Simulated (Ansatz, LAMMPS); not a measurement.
# Charge trapping in Ga2O3 with crystalline order left by the classical run (80 atoms): runs compared

Aim: add and remove one electron in Ga2O3 with crystalline order left by the classical run (80 atoms), with atoms held and relaxed, and read trapping energy and localisation.

Computed with Ansatz 0.2.0: Kohn-Sham DFT, PBE, PAW (set soft_1), plane waves.

**1. The cell as built**

The cell holds 80 atoms: 32 Ga and 48 O. Cell: a = 9.332 Å, b = 9.332 Å, c = 9.332 Å, α = 90.0°, β = 90.0°, γ = 90.0°. 80 atoms (32 Fe, 48 O) placed at random at 4.44 g/cm³, melted at 5000 K for 10 ps at fixed volume with the Morse and Coulomb pair potential with partial charges (Pedone, Malavasi, Menziani, Cormack and Segre, J. Phys. Chem. B 110, 11780 (2006)). Quenched from 5000 K to 300 K at 20 K/ps and fixed volume, held 10 ps at zero pressure, then minimised at fixed cell. Then Fe was replaced by Ga and the cell scaled by 1.003 (the potential has no terms for the new elements, so the cell is a start for a DFT relaxation).

Limits known from the start: The quench rate of 20 K/ps far exceeds what a furnace or splat quench reaches, so expect more defects and frozen-in strain than in a real sample. The network of bonds at the start is that of the classical potential that made the cell, and needn't be the one that DFT or experiment would give. Only the Γ point is sampled, in a cell whose shortest periodic width is 9 Å.

**2. The reference run**

The reference is a single point at the end of the relaxation.

The charged cells start from the geometry of this run, on a uniform background, with spin and a narrow Fermi–Dirac smearing.

Its input, with most atom lines left out:

```yaml
crystal:
  lattice:
    - [9.33223, 0.0, 0.0]
    - [0.0, 9.33223, 0.0]
    - [0.0, 0.0, 9.33223]
  atoms:
    - { symbol: Ga, position: [0.78448, 0.8997, 0.32877] }
    - { symbol: Ga, position: [0.62178, 0.61306, 0.28431] }
    - { symbol: Ga, position: [0.79076, 0.80732, 0.01068] }
    - { symbol: Ga, position: [0.78696, 0.10831, 0.81568] }
    - { symbol: Ga, position: [0.27737, 0.1377, 0.55725] }
    - { symbol: Ga, position: [0.28066, 0.10484, 0.07831] }
    - { symbol: Ga, position: [0.42686, 0.80323, 0.01689] }
    [... atom lines 8 to 80 left out ...]
kpoints:
  mp_grid: { grid: [1, 1, 1] }
hamiltonian:
  xc: pbe
  pseudopotentials: { kind: paw, azcp: { folder: soft_1 } }
scf:
  occupations: { method: gaussian, width: 0.025 }
output:
  forces: true
  stress: true
  populations: intrinsic
  dos:
    method: { smearing: { sigma: 0.1 } }
    de: 0.1
    projected: { site_lists: { Ga: [Ga], O: [O] } }
  eigenvalues: true
  write_density: true
  write_potential: true
  volumetric_format: npy
```

| Quantity | Value |
| --- | --- |
| free energy per atom | -1853.9117 eV/atom |
| r.m.s. force component | 0.00757 eV/Å |
| pressure | 9.466 GPa |

Filled and empty levels are parted by 2.33 eV (at Γ alone); a semilocal functional tends to put such gaps too low. In a disordered cell it changes from sample to sample, and tail or defect levels can set it.

**3. The runs**

Each row is one run, on 4 threads of Arm Neoverse V2, shared host. The free energy is the program's total, comparable only between runs with the same functional, potentials and atoms; between charge states it hangs on the program's zero of potential.

```
                                              run  atoms    outcome  ionic steps, all passes  free energy (eV)     time  host memory (GiB)
                        Single point at the start     80  converged                        -       -148311.249    9.6 s                1.2
                                       Relaxation     80  converged                        5       -148312.935     38 s                1.3
             Single point at the relaxed geometry     80  converged                        -       -148312.935     17 s                1.3
                    An extra electron, atoms held     80  converged                        -       -148301.944     43 s                2.0
                 An extra electron, atoms relaxed     80  converged                        3       -148301.952     77 s                2.0
An extra electron, levels at the relaxed geometry     80  converged                        -       -148301.952     39 s                2.0
          Neutral at the geometry of the electron     80  converged                        -       -148312.929     15 s                1.3
                        An extra hole, atoms held     80  converged                        -       -148321.547     46 s                2.0
                     An extra hole, atoms relaxed     80  converged                        8       -148321.625  2.9 min                2.0
    An extra hole, levels at the relaxed geometry     80  converged                        -       -148321.625     47 s                2.0
              Neutral at the geometry of the hole     80  converged                        -       -148312.773     15 s                1.3
```

The surroundings of O38, which holds the most spin of the extra hole after relaxation, nearest first, numbered as they follow in the input and with coordinates relative to it.

```csv
atom,x,y,z,distance (Å),Löwdin charge (e),moment (μB)
O38,0.00,0.00,0.00,0.00,-0.60,0.21
Ga27,0.19,1.09,-1.62,1.96,1.06,0.00
Ga4,-1.46,1.05,0.82,1.97,1.05,0.00
Ga8,1.45,-0.95,1.01,2.00,1.07,0.00
O80,-1.39,2.22,-0.73,2.72,-0.66,0.01
O75,1.62,0.44,2.16,2.73,-0.64,0.06
O45,-1.57,-2.33,-0.20,2.81,-0.63,0.11
Ga29,0.05,-2.62,-1.02,2.81,1.13,0.00
```

**4. Energies and spread of the extra charge**

Energies are differences within one cell and functional; the shift is the gain plus the neutral cell's energy at the new geometry, that is how much cheaper the vertical process becomes there. The spread is the participation number of the site moments (1/Σw², over the spin inside atomic spheres), with the atom that holds the largest share and the spin that the spheres hold in all.

```csv
carrier,"charged less neutral, atoms held (eV)",gain on relaxing (eV),"neutral cell at that geometry, less the reference (eV)",shift of the vertical energy (eV),"spread, atoms held","spread, relaxed"
electron,10.991,0.007,0.006,0.013,76; Ga2 2 % of 0.15 μB,76; Ga2 2 % of 0.16 μB
hole,-8.612,0.077,0.162,0.240,24; O38 8 % of 0.90 μB,10; O38 23 % of 0.91 μB
```

**5. Outcome**

The extra electron gains 0.0072 eV as the atoms relax, and its spin stays on about 76 atoms: it stays spread out at this level. The cell with the electron keeps a moment of only 0.38 μB where one unpaired electron should give 1 μB: the carrier is shared between both spins, which can hide trapping. With the atoms held, the spheres hold only 0.15 of the 0.36 μB, so the spread is read from a small part of the spin. The extra hole gains 0.077 eV as the atoms relax, and its spin goes from about 24 to 10 atoms: a partial localisation as the atoms move, with the largest share on O38. Adding the two vertical energies gives 2.38 eV, against a gap of 2.33 eV in the neutral cell. The zero of the potential cancels in this sum; the attraction to the background, which lowers it, doesn't.

Caveats: Single energies of charged cells hang on the program's zero of potential. In the spin-polarised runs the search for a state of lower energy was switched off. No distortion was seeded, so a trapped state behind a barrier can't be found. Local and semilocal functionals favour spread-out charges, so trapping can be missed. The stress is far from hydrostatic: its diagonal is 4.4, 10.3, 13.6 GPa, compression counted positive. The pressure of 9.5 GPa means that a free cell would grow at this level. Charged cells carry a uniform background, with no correction for images.

The DFT runs together took 8.6 min of wall time.

[Logs are printed without paths, hosts, clocks, repeated set-up lines and the standing remarks that a program may print on its own settings, such as how far it seeks lower states.]

[Hosts, paths, dates, database ids (printed as entryN), source tags and the programs' standing remarks are cut or masked in the printed files.]
